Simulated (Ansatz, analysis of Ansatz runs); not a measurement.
# Al3GaN4 (Pm), V_Al hop (3.1 Å): attempt frequency at charge −3, part 2 of 2

Aim: the prefactor of a hop in Al3GaN4 (Pm) (V_Al hop (3.1 Å), charge −3) from the modes of the moving atom at the start and at the top of a path found beforehand. Model: a cell of 96 host atoms with 1 Al taken out.

Ansatz 0.2.0; plane-wave PAW DFT, PBEsol; finite-difference force constants of the moving atom alone.

So far. Step 2 (Vibrations of the moving atom at the start point): The three modes are 420, 431 and 513 cm⁻¹: all real, a minimum for this atom with the others held.

### Step 3. Vibrations of the moving atom at the top of the path

The same at the top, where the mode along the path should be imaginary.

qm3.top.modes/input.yaml

```yaml
crystal:
  lattice:
    - [10.08692303, 0.0, 0.00025291]
    - [0.0, 9.39015873, 0.0]
    - [-0.00644803, 0.0, 10.83602103]
  atoms:
    - { symbol: Al, position: [0.24989779, 0.16520055, 0.08229438] }
    - { symbol: Al, position: [-0.00117592, 0.16850608, 0.41889278] }
    - { symbol: Al, position: [0.00047722, 0.00118562, 0.16602586] }
    - { symbol: Ga, position: [0.25113867, -0.0010723, 0.33345085] }
    - { symbol: "N", position: [0.05701877, 0.00308679, 0.33217866] }
    - { symbol: "N", position: [0.06109219, 0.16752494, 0.08364727] }
    - { symbol: "N", position: [0.31224293, 0.16618572, 0.41929869] }
    - { symbol: "N", position: [0.31146772, -0.00082879, 0.16263192] }
    - { symbol: Al, position: [0.25145132, 0.16335313, 0.58394894] }
    - { symbol: Al, position: [0.00022306, 0.16790135, 0.91673954] }
    - { symbol: Al, position: [0.00232855, 0.00417093, 0.66594581] }
    - { symbol: Ga, position: [0.25387628, -0.00355111, 0.83089022] }
    - { symbol: "N", position: [0.05906604, 0.00097546, 0.83336988] }
    - { symbol: "N", position: [0.06337492, 0.16777748, 0.58294158] }
    - { symbol: "N", position: [0.31355682, 0.16368661, 0.91971214] }
    - { symbol: "N", position: [0.31545652, -0.00492513, 0.66105919] }
    - { symbol: Al, position: [0.25107726, 0.49874185, 0.08259957] }
    - { symbol: Al, position: [-0.00882936, 0.50210439, 0.42167343] }
    - { symbol: Al, position: [-0.00193117, 0.33416797, 0.16702384] }
    - { symbol: Ga, position: [0.24541915, 0.33190444, 0.33225597] }
    - { symbol: "N", position: [0.05173158, 0.33461888, 0.33359299] }
    - { symbol: "N", position: [0.06221488, 0.49983454, 0.08527492] }
    - { symbol: "N", position: [0.30790612, 0.49766252, 0.41503429] }
    - { symbol: "N", position: [0.31037107, 0.33100106, 0.16204455] }
    - { symbol: Al, position: [0.25530948, 0.49866375, 0.58393834] }
    - { symbol: Al, position: [0.00138223, 0.49978912, 0.91832955] }
    - { symbol: Al, position: [-0.00538739, 0.33578843, 0.66545569] }
    - { symbol: Ga, position: [0.25042065, 0.33198504, 0.83236694] }
    - { symbol: "N", position: [0.05732272, 0.33374797, 0.83416534] }
    - { symbol: "N", position: [0.06106746, 0.49598966, 0.58171126] }
    - { symbol: "N", position: [0.3143282, 0.49789564, 0.9203773] }
    - { symbol: "N", position: [0.30989914, 0.32700662, 0.66434943] }
    - { symbol: Al, position: [0.25189981, 0.83215825, 0.08241708] }
    - { symbol: Al, position: [0.00193046, 0.83573179, 0.41542183] }
    - { symbol: Al, position: [0.00019243, 0.66706896, 0.16605392] }
    - { symbol: Ga, position: [0.24835266, 0.66555817, 0.33288895] }
    - { symbol: "N", position: [0.05484706, 0.66760802, 0.33299608] }
    - { symbol: "N", position: [0.06305956, 0.83451164, 0.08487372] }
    - { symbol: "N", position: [0.31361164, 0.83217635, 0.41957127] }
    - { symbol: "N", position: [0.31161342, 0.66568662, 0.16206994] }
    - { symbol: Al, position: [0.24854498, 0.82904067, 0.58386383] }
    - { symbol: Al, position: [0.00279575, 0.83443484, 0.9179929] }
    - { symbol: Al, position: [0.00899375, 0.66510148, 0.66535231] }
    - { symbol: Ga, position: [0.25285432, 0.66439718, 0.82997125] }
    - { symbol: "N", position: [0.05416034, 0.66697745, 0.83766648] }
    - { symbol: "N", position: [0.05737218, 0.83903625, 0.58087879] }
    - { symbol: "N", position: [0.3154109, 0.83119439, 0.92018472] }
    - { symbol: "N", position: [0.28186658, 0.66554422, 0.66256819] }
    - { symbol: Al, position: [0.74984724, 0.16827342, 0.0853297] }
    - { symbol: Al, position: [0.5007889, 0.1644268, 0.41839293] }
    - { symbol: Al, position: [0.50037972, -0.00176108, 0.16525765] }
    - { symbol: Ga, position: [0.74793834, 0.00430576, 0.33427275] }
    - { symbol: "N", position: [0.55410272, -0.00215102, 0.33200357] }
    - { symbol: "N", position: [0.56089537, 0.16370996, 0.08190337] }
    - { symbol: "N", position: [0.81104262, 0.1704134, 0.42148815] }
    - { symbol: "N", position: [0.81167635, 0.0020556, 0.16485858] }
    - { symbol: Al, position: [0.74872387, 0.17614342, 0.58681366] }
    - { symbol: Al, position: [0.50165013, 0.16255616, 0.91493369] }
    - { symbol: Al, position: [0.5072112, -0.01821275, 0.66187346] }
    - { symbol: Ga, position: [0.75147739, 0.00271497, 0.8333786] }
    - { symbol: "N", position: [0.55753623, -0.00455049, 0.83151295] }
    - { symbol: "N", position: [0.55996282, 0.15655064, 0.58396999] }
    - { symbol: "N", position: [0.81318049, 0.16730383, 0.92389384] }
    - { symbol: "N", position: [0.81588146, 0.010043, 0.66552847] }
    - { symbol: Al, position: [0.74911508, 0.49989203, 0.08410961] }
    - { symbol: Al, position: [0.49530977, 0.49468806, 0.41316523] }
    - { symbol: Al, position: [0.49990776, 0.33008607, 0.16400841] }
    - { symbol: Ga, position: [0.74699253, 0.34242602, 0.34018734] }
    - { symbol: "N", position: [0.55321596, 0.32804906, 0.32921446] }
    - { symbol: "N", position: [0.56037222, 0.49624937, 0.0839835] }
    - { symbol: "N", position: [0.80614031, 0.51013466, 0.42100333] }
    - { symbol: "N", position: [0.8099061, 0.33426963, 0.16571989] }
    - { symbol: Al, position: [0.66700725, 0.59739502, 0.60734558] }
    - { symbol: Al, position: [0.50364113, 0.49980265, 0.91320012] }
    - { symbol: Al, position: [0.49954364, 0.32652722, 0.66520478] }
    - { symbol: Ga, position: [0.75080892, 0.33478443, 0.83117891] }
    - { symbol: "N", position: [0.55544807, 0.32892018, 0.83344331] }
    - { symbol: "N", position: [0.53826707, 0.47967257, 0.57332649] }
    - { symbol: "N", position: [0.81566424, 0.49857731, 0.92337992] }
    - { symbol: "N", position: [0.81262107, 0.32980031, 0.66990759] }
    - { symbol: Al, position: [0.74972184, 0.83611669, 0.08403837] }
    - { symbol: Al, position: [0.50342176, 0.82770197, 0.41959431] }
    - { symbol: Al, position: [0.50094457, 0.66490544, 0.16336563] }
    - { symbol: Ga, position: [0.74928087, 0.66923434, 0.33162235] }
    - { symbol: "N", position: [0.55386013, 0.66384425, 0.32980074] }
    - { symbol: "N", position: [0.56121992, 0.83333752, 0.08343659] }
    - { symbol: "N", position: [0.81662154, 0.83831702, 0.4153837] }
    - { symbol: "N", position: [0.8115952, 0.66906491, 0.16026463] }
    - { symbol: Al, position: [0.7633284, 0.84869358, 0.58184794] }
    - { symbol: Al, position: [0.50475348, 0.82492253, 0.9125937] }
    - { symbol: Ga, position: [0.75497145, 0.67065668, 0.84052975] }
    - { symbol: "N", position: [0.56801303, 0.66150366, 0.841288] }
    - { symbol: "N", position: [0.58092215, 0.82427071, 0.5750166] }
    - { symbol: "N", position: [0.81701081, 0.84058611, 0.92400618] }
    - { symbol: "N", position: [0.81736591, 0.68351543, 0.66959385] }
  symmetry: { detect: false }
total_charge: -3
basis:
  ecutwfc: 420
  xc_grid: 2
hamiltonian:
  xc: pbesol
kpoints:
  mp_grid: { grid: [1, 1, 1], shift: [0.25, 0.25, 0.25] }
scf:
  occupations: { method: fixed }
  max_iter: 100
phonons:
  supercell: [1, 1, 1]
  displaced_sites: [72]
  amplitude: 0.02
```

Run with:

```console
> ansatz run input.yaml --threads 32 --pin off --max-ram 84787MiB --backend cuda --events-out ev --progress --plain --runs-dir out --max-vram 78GiB
```

Numbers of over 12 decimals in the logs are rounded to 6 here.

The program printed:

```text
[...]
Crystal: 95 atoms, lattice volume = 1026.364 Å³
Basis set: ecut = 420 eV, 20007 PW (Γ), exchange–correlation on 144×128×150 points (8 copies of the dense FFT grid, shifted against one another)
Bands: 347, of which v1, the nominal top of the filled ones, is band 252 counted from 1 (251 counted from 0)
Symmetry: 1 space group operations
k-points: 1
[...]
SCF iter   1: F=—  HF=-81528.174288 eV  |F-HF|=—  |Δ(HF+E_count)|=         —  Δρ=2.30e-2  dr2=4.73e0  ethr=1.77e-3  ⟨swp⟩=4.0  Hψ=1248  notcnv=0  defer=91
[...]
SCF iter   2: F=—  HF=-81526.656767 eV  |F-HF|=—  |Δ(HF+E_count)|=    1.52e0  Δρ=4.78e-3  dr2=3.14e-1  ethr=9.38e-4  ⟨swp⟩=2.0  Hψ=608  notcnv=0  defer=93
[...]
SCF iter  13: F=-81526.490409 eV  HF=-81526.490409 eV  |F-HF|=4.37e-11  |Δ(HF+E_count)|=  4.07e-10  Δρ=8.63e-8  dr2=7.61e-11  ethr=1.00e-12  ⟨swp⟩=19.0  Hψ=2033  notcnv=0
SCF 1 converged in 13 iterations: F = -81526.490409 eV  dr2 = 7.61e-11
[...]
SCF iter   2: F=—  HF=-81526.485715 eV  |F-HF|=—  |Δ(HF+E_count)|=   5.05e-4  Δρ=1.84e-4  dr2=2.73e-4  ethr=3.89e-7  ⟨swp⟩=2.0  Hψ=484  notcnv=0  defer=87
[...]
SCF iter  10: F=-81526.485489 eV  HF=-81526.485489 eV  |F-HF|=4.37e-11  |Δ(HF+E_count)|=  5.82e-11  Δρ=5.82e-8  dr2=3.66e-11  ethr=1.00e-12  ⟨swp⟩=4.0  Hψ=941  notcnv=0
SCF 2 converged in 10 iterations: F = -81526.485489 eV  dr2 = 3.66e-11
[...]
SCF 3 converged in 7 iterations: F = -81526.486195 eV  dr2 = 2.21e-11
[...]
SCF 4 converged in 9 iterations: F = -81526.487018 eV  dr2 = 8.03e-11
[...]
SCF 5 converged in 6 iterations: F = -81526.487590 eV  dr2 = 9.84e-11
[...]
SCF 6 converged in 9 iterations: F = -81526.488729 eV  dr2 = 4.66e-11
[...]
SCF 7 converged in 7 iterations: F = -81526.489529 eV  dr2 = 8.88e-12
SCF converged after 13 iterations
[...]
atom  89  Al    -0.00422069     0.00356505    -0.00326124
  [... 1 atom left out ...]
  atom  91  Ga    -0.00767542     0.00087002     0.00542131
  atom  92  N      0.00530671     0.00038509     0.00185512
  atom  93  N      0.00568257    -0.00185127     0.00052437
  [... 1 atom left out ...]
  atom  95  N      0.00660879     0.00354135     0.00403669
  max |Σ_I F_I| component: 4.96e-5 eV/Å
--- Band table (eV) ---
[...]
transpose residual: 6.3e-3 eV/Å²
[...]
frequencies among the named sites at Γ of the cell (cm⁻¹): -200.03 235.36 660.17
  unstable modes among the named sites: 1
  frequencies as built, with no sum rule (cm⁻¹): -200.03 235.36 660.17
  zero-point energy: 0.055516 eV/cell   skipped modes (ω ≤ 0): 1, of them read as no rigid motion or as one in doubt: 1 (1.000e0 modes/cell left out, lowest -200.03 cm⁻¹)
[...]
```

Elapsed: 3 s, on 1 × NVIDIA GB200 with 32 threads of Arm Neoverse V2, shared host; peak memory 1.9 GiB; 14 s of CPU time.

Numbers from this step:

```yaml
free_energy: -81526.4904 eV
frequencies_of_moving_atom: -200.0, 235.4, 660.2 cm⁻¹ (negative: imaginary)
```

The three modes are 200i, 235 and 660 cm⁻¹: one imaginary, a saddle of first order for this atom with the others held.

### Step 4. Attempt frequency and hop rate

Analysis of the runs above: harmonic transition-state theory from the moving atom's modes alone (Vineyard), PBEsol.

It gives:

| Quantity | Value |
| --- | --- |
| attempt frequency | 17.90 THz |

Table of hop rate by temperature:

| temperature (K) | hop rate (1/s) |
| --- | --- |
| 200 | 9.3e-51 |
| 300 | 1.2e-29 |
| 400 | 4.1e-19 |
| 600 | 1.4e-8 |
| 800 | 0.00270 |
| 1000 | 3.95 |

### Step 5. Summary of results

- attempt frequency (attempt frequency and hop rate): 17.9 THz

**Reading.** The attempt frequency, the product of the three frequencies at the start over that of the two real ones at the top (Vineyard), is 17.9 THz. With the barrier of 2.51 eV it gives 1.4e-08 hops a second at 600 K along this one path; equivalent neighbouring sites multiply that. The host's atoms were held, though they move along the path too, so the prefactor is rough. What this leaves open: one k-point off the zone centre stands for the whole zone.

[Logs are printed without paths, hosts, clocks, repeated set-up lines and the standing remarks that a program may print on its own settings, such as how far it seeks lower states.]

[Hosts, paths, dates, database ids (printed as entryN), source tags and the programs' standing remarks are cut or masked in the printed files.]
